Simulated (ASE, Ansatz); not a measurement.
# Electronic structure of random rutile alloy of IrO2 and SiO2 (96 atoms)

What does DFT give for random rutile alloy of IrO2 and SiO2 (96 atoms) as built?

Program: Ansatz 0.2.0. Level of theory: Kohn-Sham DFT, PBE, PAW (set soft_2), plane waves. Results are calculated unless marked as measured.

### Step 1. The starting structure

The cell holds 96 atoms: 24 Si, 64 O and 8 Ir. Its edges and angles: a = 8.518 Å, b = 8.518 Å, c = 11.149 Å, α = 90.0°, β = 90.0°, γ = 90.0°. It derives from IrO2 (rutile) and SiO2, repeated 2×2×4. Rutile IrO2, 2 x 2 x 4 conventional cells, 24 of 32 Ir sites given to Si at random (x = 0.750), lattice by Vegard's rule (cell 4.259, 4.259, 2.787, 90, 90, 90); every coordinate displaced by a Gaussian of 0.07 Å.

What the set-up can't give: The host structure and its lattice constant were typed by rule, without a check against the phase diagram. The main run has no spin polarisation, so moments on Ir can't form in it, and no Hubbard term. No spin–orbit coupling is included, so levels derived from the heavy atoms are approximate.

### Step 2. Plane-wave single point

One self-consistent run at the given positions yields energy and forces.

input.yaml reads:

```yaml
crystal:
  lattice:
    - [8.5176, 0.0, 0.0]
    - [0.0, 8.5176, 0.0]
    - [0.0, 0.0, 11.1492]
  atoms:
    - { symbol: Si, position: [0.01735, 0.01741, 0.00303] }
    - { symbol: Si, position: [0.24925, 0.24688, 0.1254] }
    - { symbol: O, position: [0.14596, 0.14433, 0.98808] }
    - { symbol: O, position: [0.33597, 0.35749, 0.00627] }
    - { symbol: O, position: [0.1054, 0.40747, 0.13256] }
    - { symbol: O, position: [0.40607, 0.09797, 0.12991] }
    - { symbol: Si, position: [0.00011, 0.00466, 0.25336] }
    - { symbol: Ir, position: [0.25427, 0.24246, 0.36547] }
    - { symbol: O, position: [0.15071, 0.15139, 0.25665] }
    - { symbol: O, position: [0.33437, 0.3352, 0.24565] }
    - { symbol: O, position: [0.08269, 0.39343, 0.36981] }
    - { symbol: O, position: [0.4077, 0.08777, 0.38155] }
    - { symbol: Si, position: [0.98741, 0.99485, 0.50418] }
    - { symbol: Ir, position: [0.25518, 0.23612, 0.63042] }
    - { symbol: O, position: [0.14007, 0.13939, 0.51175] }
    - { symbol: O, position: [0.34551, 0.36372, 0.51207] }
    - { symbol: O, position: [0.08642, 0.41424, 0.62243] }
    - { symbol: O, position: [0.40042, 0.09556, 0.61836] }
    - { symbol: Si, position: [0.01142, 0.00902, 0.7509] }
    - { symbol: Si, position: [0.25795, 0.23003, 0.87304] }
    - { symbol: O, position: [0.15093, 0.15139, 0.74897] }
    - { symbol: O, position: [0.33722, 0.34667, 0.75534] }
    - { symbol: O, position: [0.10354, 0.38773, 0.866] }
    - { symbol: O, position: [0.40678, 0.0839, 0.88213] }
    - { symbol: Si, position: [0.99538, 0.49057, 0.00099] }
    - { symbol: Si, position: [0.26313, 0.73447, 0.11699] }
    - { symbol: O, position: [0.15825, 0.66162, 0.0037] }
    - { symbol: O, position: [0.3515, 0.84603, 0.00425] }
    - { symbol: O, position: [0.08495, 0.91326, 0.1183] }
    - { symbol: O, position: [0.41061, 0.60277, 0.12128] }
    - { symbol: Si, position: [0.01108, 0.50009, 0.25278] }
    - { symbol: Si, position: [0.24992, 0.74932, 0.38689] }
    - { symbol: O, position: [0.14175, 0.64855, 0.24757] }
    - { symbol: O, position: [0.35198, 0.84696, 0.25216] }
    - { symbol: O, position: [0.0996, 0.89665, 0.36854] }
    - { symbol: O, position: [0.39436, 0.58484, 0.37749] }
    - { symbol: Si, position: [0.98893, 0.49218, 0.49802] }
    - { symbol: Si, position: [0.25588, 0.7529, 0.62331] }
    - { symbol: O, position: [0.15289, 0.63593, 0.50456] }
    - { symbol: O, position: [0.35018, 0.85824, 0.48626] }
    - { symbol: O, position: [0.1072, 0.90709, 0.62837] }
    - { symbol: O, position: [0.41958, 0.59434, 0.62982] }
    - { symbol: Ir, position: [0.00888, 0.50815, 0.74875] }
    - { symbol: Si, position: [0.24832, 0.7551, 0.86718] }
    - { symbol: O, position: [0.14817, 0.65878, 0.74253] }
    - { symbol: O, position: [0.33519, 0.84733, 0.75475] }
    - { symbol: O, position: [0.09867, 0.89099, 0.85934] }
    - { symbol: O, position: [0.41036, 0.59758, 0.8874] }
    - { symbol: Si, position: [0.49779, 0.99852, 0.99925] }
    - { symbol: Ir, position: [0.75193, 0.25739, 0.13092] }
    - { symbol: O, position: [0.65414, 0.14247, 0.00172] }
    - { symbol: O, position: [0.84437, 0.35043, 0.98994] }
    - { symbol: O, position: [0.58873, 0.4051, 0.12066] }
    - { symbol: O, position: [0.9042, 0.09192, 0.12549] }
    - { symbol: Si, position: [0.50666, 0.99517, 0.24549] }
    - { symbol: Si, position: [0.75211, 0.25829, 0.37345] }
    - { symbol: O, position: [0.66683, 0.14277, 0.24726] }
    - { symbol: O, position: [0.8489, 0.33141, 0.24771] }
    - { symbol: O, position: [0.58887, 0.39922, 0.37741] }
    - { symbol: O, position: [0.90043, 0.09083, 0.38374] }
    - { symbol: Ir, position: [0.49741, 0.02031, 0.49424] }
    - { symbol: Ir, position: [0.7506, 0.25329, 0.63514] }
    - { symbol: O, position: [0.64196, 0.14975, 0.49518] }
    - { symbol: O, position: [0.85272, 0.36016, 0.49861] }
    - { symbol: O, position: [0.61216, 0.41194, 0.63074] }
    - { symbol: O, position: [0.88911, 0.09396, 0.62167] }
    - { symbol: Si, position: [0.50797, 0.98654, 0.75131] }
    - { symbol: Si, position: [0.73988, 0.25415, 0.86798] }
    - { symbol: O, position: [0.65675, 0.14581, 0.74379] }
    - { symbol: O, position: [0.84887, 0.34763, 0.74861] }
    - { symbol: O, position: [0.61004, 0.4031, 0.87722] }
    - { symbol: O, position: [0.90698, 0.08845, 0.86814] }
    - { symbol: Ir, position: [0.49415, 0.50624, 0.0061] }
    - { symbol: Si, position: [0.75787, 0.75822, 0.12766] }
    - { symbol: O, position: [0.66251, 0.66253, 0.99994] }
    - { symbol: O, position: [0.85502, 0.85157, 0.99653] }
    - { symbol: O, position: [0.59008, 0.90588, 0.12353] }
    - { symbol: O, position: [0.90072, 0.59064, 0.12689] }
    [... 12 atom lines left out ...]
    - { symbol: Si, position: [0.48862, 0.5027, 0.74686] }
    - { symbol: Si, position: [0.74804, 0.75306, 0.87724] }
    - { symbol: O, position: [0.64933, 0.64487, 0.7606] }
    - { symbol: O, position: [0.84328, 0.84626, 0.74699] }
    - { symbol: O, position: [0.61082, 0.91312, 0.88619] }
    - { symbol: O, position: [0.91513, 0.59937, 0.88195] }
kpoints:
  mp_grid: { grid: [2, 2, 1] }
hamiltonian:
  xc: pbe
scf:
  occupations: { method: gaussian, width: 0.05 }
output:
  forces: true
  stress: true
  populations: true
  dos:
    method: { smearing: { sigma: 0.1 } }
    de: 0.1
    projected: { site_lists: { Ir: [Ir], O: [O], Si: [Si] } }
  eigenvalues: true
  write_density: true
  write_potential: true
  volumetric_format: npy
```

The run is started by

```sh
ansatz run input.yaml --threads 8 --pin off --max-ram 15872MiB --backend cpu --events-out ev --progress --plain --runs-dir out
```

Numbers of over 12 decimals in the logs are rounded to 6 here.

Output:

```text
Engine: ansatz 0.2.0, aarch64-unknown-linux-gnu
Pseudopotentials: kind: paw
Pseudopotential: Si, paw, valence charge 4, recommended cutoff 420 eV (normal), Si.paw.azcp
Pseudopotential: O, paw, valence charge 6, recommended cutoff 420 eV (normal), O.paw.azcp
Pseudopotential: Ir, paw, valence charge 17, recommended cutoff 420 eV (normal), Ir.paw.azcp
[... 5 lines on functional and potentials left out ...]
Crystal: 96 atoms, lattice volume = 808.869 Å³
Basis set: ecut = 420 eV, 15837 PW (Γ), exchange–correlation on 120×120×150 points (8 copies of the dense FFT grid, shifted against one another)
Bands: 404, of which v1, the nominal top of the filled ones, is band 308 counted from 1 (307 counted from 0)
Symmetry: 1 space group operations
Space group: P1 (ITA 1), of the structure as read, at distance tolerance 9.3e-5 Å
k-points: 4
[... 7 lines on functional and potentials left out ...]
Initial density: superposition of atomic densities (neutral atoms: chi_scale 0, normalization atom), corrected by the library's trained network
Initial wavefunctions: pseudopotential atomic-orbital guess
Functional: x = pbe(κ = 0.804, μ = 0.219515), c = pbe(β = 0.066725)
SCF iter   1: F=—  HF=-147058.159262 eV  |F-HF|=—  |Δ(HF+E_count)|=         —  Δρ=1.85e-2  dr2=5.13e0  ethr=1.77e-3  ⟨swp⟩=6.0  Hψ=6902  notcnv=0  defer=127
preconditioner: auto → Resta (q_TF=auto, 2.607 Å⁻¹)  ε∞=4.5  [insulator: Δε(μ)=0.228 eV  Ē_g=16.413 eV  σ=0.050 eV  W_gap=1.00  n_scr=244 (ndim 8)  ℏωp=30.7 eV  f_vac=0.000  D(μ)=0.07/eV (n_scr^D=0)  ε∞_Penn≈4.5]
SCF iter   2: F=—  HF=-147057.695446 eV  |F-HF|=—  |Δ(HF+E_count)|=   4.64e-1  Δρ=6.67e-3  dr2=6.03e-1  ethr=8.32e-4  ⟨swp⟩=2.0  Hψ=1875  notcnv=0  defer=249
SCF iter   3: F=—  HF=-147057.618270 eV  |F-HF|=—  |Δ(HF+E_count)|=   7.72e-2  Δρ=3.39e-3  dr2=1.90e-1  ethr=9.79e-5  ⟨swp⟩=2.0  Hψ=1360  notcnv=0  defer=359
SCF iter   4: F=—  HF=-147057.602245 eV  |F-HF|=—  |Δ(HF+E_count)|=   1.60e-2  Δρ=2.95e-3  dr2=1.03e-1  ethr=3.09e-5  ⟨swp⟩=2.0  Hψ=1357  notcnv=0  defer=359
SCF iter   5: F=—  HF=-147057.595032 eV  |F-HF|=—  |Δ(HF+E_count)|=   7.21e-3  Δρ=5.79e-4  dr2=5.60e-3  ethr=1.67e-5  ⟨swp⟩=1.0  Hψ=1257  notcnv=0  defer=359
SCF iter   6: F=—  HF=-147057.594582 eV  |F-HF|=—  |Δ(HF+E_count)|=   4.50e-4  Δρ=2.11e-4  dr2=6.53e-4  ethr=9.10e-7  ⟨swp⟩=2.0  Hψ=2033  notcnv=0  defer=359
SCF iter   7: F=—  HF=-147057.594513 eV  |F-HF|=—  |Δ(HF+E_count)|=   6.97e-5  Δρ=8.26e-5  dr2=8.62e-5  ethr=1.06e-7  ⟨swp⟩=2.0  Hψ=1273  notcnv=0  defer=359
SCF iter   8: F=—  HF=-147057.592890 eV  |F-HF|=—  |Δ(HF+E_count)|=   1.62e-3  Δρ=2.67e-5  dr2=1.16e-5  ethr=1.40e-8  ⟨swp⟩=1.0  Hψ=1616  notcnv=0  defer=359
SCF iter   9: F=—  HF=-147057.592890 eV  |F-HF|=—  |Δ(HF+E_count)|=   3.04e-7  Δρ=1.50e-5  dr2=3.49e-6  ethr=1.88e-9  ⟨swp⟩=2.8  Hψ=2327  notcnv=0  defer=359
SCF iter  10: F=—  HF=-147057.592890 eV  |F-HF|=—  |Δ(HF+E_count)|=   1.34e-7  Δρ=4.32e-6  dr2=2.34e-7  ethr=5.67e-10  ⟨swp⟩=1.0  Hψ=1257  notcnv=0  defer=359
SCF iter  11: F=-147057.592890 eV  HF=-147057.592890 eV  |F-HF|=1.71e-8  |Δ(HF+E_count)|=   1.71e-8  Δρ=1.04e-6  dr2=1.97e-8  ethr=1.62e-11  ⟨swp⟩=17.5  Hψ=12988  notcnv=0
SCF 1 converged in 11 iterations: F = -147057.592890 eV  dr2 = 1.97e-8
  greatest PAW one-centre occupation: 1.003 electrons in one spin orbital (limit 2), on the Ir atom at site 60 (counted from 0), in its partial waves of l = 1
SCF converged after 11 iterations
Free energy (F): -147057.592890 eV
Harris-Foulkes:  -147057.592890 eV  (|F-HF|=1.71e-8)
Internal energy: -147057.570713 eV  (E = F + TS)
E sigma→0 (E₀):  -147057.581801 eV
Entropy (-TS):   -0.022177 eV (-0.231 meV/atom)
Fermi energy:    13.488075 eV
--- Per-component energies (eV) ---
  E_band       = -1027.841794
  E_kinetic    = 17667.374691
  E_local      = -40553.956987  (includes V_loc(G=0)·N_el)
  E_nonlocal   = 4229.841648
  E_hartree    = 15790.824440
  E_xc         = -8272.851725
  E_vxc        = -9670.962062  (∫ρ·V_xc dr)
  E_paw        = -96279.601328  (= ΣΔE_a)
  E_vpaw       = -4281.951720  (= ΣTr[D̂ρ^β])
  E_aug_tail   = 0.163145  (compensation charges beyond the density's cutoff)
  E_ewald      = -39639.364597
  E_smearing   = -0.022177  (= −TS)
  E_closure    = -0.000000  (closes the sum)
  Σ components = -147057.592890   (vs F -147057.592890, Δ=0.00e0)
--- Forces (eV/Å), atoms counted from 1 ---
  atom   1  Si    -6.41982427    -5.62695529    -1.39469526
  atom   2  Si    -0.42902163     0.09424684    -1.33601503
  atom   3  O      4.88062712     4.24631117     1.15501242
  atom   4  O     -3.56579775    -5.43883415    -0.66383605
  atom   5  O     -1.05100746    -1.38758408    -1.94953473
  atom   6  O     -1.13402273     0.74609120    -1.09516008
  atom   7  Si     0.89078791    -1.39918336    -0.50544375
  atom   8  Ir    -0.60576683     1.21315904    19.79286904
  atom   9  O     -6.12871502    -5.86586736   -11.12582089
  atom  10  O      4.23063133     4.42130272    -7.40084008
  atom  11  O      0.09876392     1.11080304     0.41195099
  atom  12  O     -8.51780674     7.41231791   -17.41498178
  atom  13  Si     0.97262478    -0.59926050    -0.23670854
  atom  14  Ir    -3.50252171     8.13471592    -5.85459683
[...]
atom  95  O     -1.56546243    -1.11219209    -2.92644730
  atom  96  O     -2.02381334     2.02589588     3.33307364
  max |Σ_I F_I| component: 5.39e-5 eV/Å
--- Stress (GPa, compression-positive) ---
       29.283103       1.630875       1.297602
        1.630875      29.560927      -1.652305
        1.297602      -1.652305      44.402256
  P = ⅓ Tr σ = 34.4154 GPa (344.154 kbar)
--- Band table (eV) ---
  k-point 0: bands = ["-81.2785", "-80.2764", "-80.2408", "-80.2125", [... 388 levels ...], "23.0232", "23.0710", "23.0905", "23.2038", "23.2390", "23.2802", "23.3324", "23.3975", "23.4809", "23.4962", "23.5547", "23.6425"]
[...]
--- Löwdin populations: 96 sites ---
  site symbol       q [e]
     0     Si      2.3586
     1     Si      2.4602
     2      O      6.7084
[...]
95      O      6.6885
  spilling = 0.009393 (of n_electrons = 616.000000)
```

It took 30 s on 8 threads of Arm Neoverse V2, shared host; peak memory 5.8 GiB; 3.8 min of CPU time.

Read from the output:

```yaml
free_energy: -147057.5929 eV
free_energy_per_atom: -1531.8499 eV/atom
scf_cycles: 11
pressure: 34.42 GPa
r_m_s_force_component: 4.224 eV/Å
longest_force: 20.76 eV/Å
fermi_energy: 13.49 eV
levels_partly_filled_by_over_2_per_cent: 6
spilling_of_the_projection: 0.009393
```

Length of the force by element:

| element | coordination | atoms | mean length of the force (eV/Å) | spread | least | most |
| --- | --- | --- | --- | --- | --- | --- |
| Ir | all | 8 | 14.0 | 4.72 | 6.89 | 20.0 |
| O | all | 64 | 5.49 | 4.22 | 0.434 | 20.8 |
| Si | all | 24 | 3.08 | 2.02 | 0.875 | 8.80 |

Löwdin charges by element (they lack the spilled electrons, 0.060 e an atom on average):

| element | coordination | atoms | mean charge (e) | spread | least | most |
| --- | --- | --- | --- | --- | --- | --- |
| Ir | all | 8 | 1.51 | 0.09 | 1.38 | 1.70 |
| O | all | 64 | -0.688 | 0.0539 | -0.768 | -0.488 |
| Si | all | 24 | 1.57 | 0.0379 | 1.50 | 1.65 |

Density of states as counts of states in windows of 1 eV (from the Fermi level), total and the larger projections:

| from (eV) | to (eV) | total | O p | Ir d | Si p |
| --- | --- | --- | --- | --- | --- |
| -10 | -9 | 34.7 | 23.5 | 4.5 | 3.7 |
| -9 | -8 | 39.2 | 28.2 | 4.0 | 4.0 |
| -8 | -7 | 42.7 | 32.5 | 3.5 | 3.9 |
| -7 | -6 | 45.5 | 36.9 | 2.9 | 3.3 |
| -6 | -5 | 50.3 | 43.7 | 2.4 | 2.0 |
| -5 | -4 | 50.7 | 46.0 | 1.9 | 1.0 |
| -4 | -3 | 44.8 | 41.6 | 1.5 | 0.5 |
| -3 | -2 | 18.8 | 16.3 | 1.7 | 0.2 |
| -2 | -1 | 19.4 | 6.2 | 11.8 | 0.4 |
| -1 | 0 | 18.9 | 7.2 | 10.7 | 0.3 |
| 0 | 1 | 8.2 | 3.4 | 4.4 | 0.1 |
| 1 | 2 | 0.0 | 0.0 | 0.0 | 0.0 |
| 2 | 3 | 5.4 | 1.1 | 1.2 | 0.3 |
| 3 | 4 | 15.2 | 3.4 | 4.9 | 1.0 |
| 4 | 5 | 24.3 | 6.2 | 5.5 | 2.4 |

Between -26 and -10 eV lie 187 more states.

The stored curve holds about 552 of the 616 electrons; the rest, give or take the few that broadening carries across the Fermi level, lie in deeper levels below its range.

The levels nearest the highest filled one (over half full), pooled over k-points and spins:

| level less the highest filled one (eV) | occupation |
| --- | --- |
| -0.157 | 2 |
| -0.149 | 2 |
| -0.0938 | 2.00 |
| -0.0616 | 1.97 |
| -0.0411 | 1.88 |
| 0 | 1.3 |
| 0.0494 | 0.312 |
| 0.0507 | 0.294 |
| 0.063 | 0.163 |
| 0.0746 | 0.085 |
| 0.117 | 0.003 |
| 0.126 | 0.001 |

Electrostatic potential energy in the ab plane at fractional z = 0.001, with atoms of Si and O and Ir within 0.2 Å of it. With pseudopotentials it is smooth inside the atoms' cores, unlike the true potential.

Values in eV, 13 rows by 16 columns, each cell a mean:
```
-27  -9  10  16  16   9  -1 -29 -35  -6  13  17  17  10   6 -10
 11  13  15  15   4 -30 -21   5   6  11  15  15   6 -30 -22   9
 17  17  15  13   5 -20  -9  14  16  16  15  13   7 -15  -6  16
 17   9 -14  -6  10  12  15  16  16  10 -14  -8  11  14  16  17
 13  -1 -33 -18  12  14  12   7   5  -2 -33 -20  12  16  15  13
-19   1   6  12  16  13  -3 -35 -38 -12   5  12  17  15   6 -15
-45 -13  12  17  16  12 -14 -46 -47 -22  11  17  17  14  -4 -42
-17   3  14  16   4 -18 -10 -15 -16   3  14  16  10 -11  -8 -13
 13  14  15  14  -8 -35 -11  13  14  15  15  14  -2 -33 -17  12
 16  15  12  11   9   6  13  16  17  16  13  12  10   5  12  16
 13  -4 -28  -7  11  13  14  15  15   2 -27 -11  13  15  15  14
-15 -17 -27  -4  14  14  10   0  -2  -4 -26  -8  16  16  11  -3
-47 -28   5  14  16  13  -2 -37 -42 -11  10  16  17  16   6 -31
```
Columns run along a (8.5 Å; values clipped at the 3rd and 97th percentile), rows up along b (8.5 Å). Atoms in or near the plane, at fractional coordinates: Si at (0.02, 0.02), O at (0.15, 0.14), O at (0.34, 0.36), Si at (0.00, 0.49), O at (0.16, 0.66), O at (0.35, 0.85), Si at (0.50, 0.00), O at (0.65, 0.14), O at (0.84, 0.35), Ir at (0.49, 0.51), O at (0.66, 0.66), O at (0.86, 0.85).

Valence density in the ab plane at fractional z = 0.001, with atoms of Si and O and Ir within 0.2 Å of it. It is the smooth field of the valence electrons, not physical close to the nuclei.

Ten even steps from '_' (0.1 e/Å³) to '@' (8.9 e/Å³), each cell a mean:
```
________________________________________________
________________....____________________....____
______________::++==..________________--**++..__
____________..==##**..________________--##**::__
______________::==--..________________..==--..__
________________..______________________________
____..----..________________..----..____________
____::**##--________________::**##--____________
____::++**::________________::++**--____________
____..::::__________..::--....::::..____________
____________________==%%%%==..__________________
__________________..++@@@@##::__________________
__________________..--##%%++..__________________
______________..::....--==::__________......____
____________..++**--..________________--**==..__
____________..++##==..______________..==##++..__
______________::--..__________________::==::____
________________________________________..______
______....____________________....______________
____--++==..________________::++++::____________
__..--##**..________________--####::____________
____::==--__________________..====..____________
______..______________________..________________
________________________________________________
```
Columns run along a (8.5 Å), rows up along b (8.5 Å). Atoms in or near the plane, at fractional coordinates: Si at (0.02, 0.02), O at (0.15, 0.14), O at (0.34, 0.36), Si at (0.00, 0.49), O at (0.16, 0.66), O at (0.35, 0.85), Si at (0.50, 0.00), O at (0.65, 0.14), O at (0.84, 0.35), Ir at (0.49, 0.51), O at (0.66, 0.66), O at (0.86, 0.85).

Mean Löwdin charges: Ir +1.51, O -0.69, Si +1.57 e (they miss 0.94 % of the electrons, so they add up to more than the cell's charge). Within 0.4 eV of the Fermi level the largest share is Ir d (55 % of the projected weight).

(Continued in part 2 of 2.)

[Logs are printed without paths, hosts, clocks, repeated set-up lines and the standing remarks that a program may print on its own settings, such as how far it seeks lower states.]

[Hosts, paths, dates, database ids (printed as entryN), source tags and the programs' standing remarks are cut or masked in the printed files.]
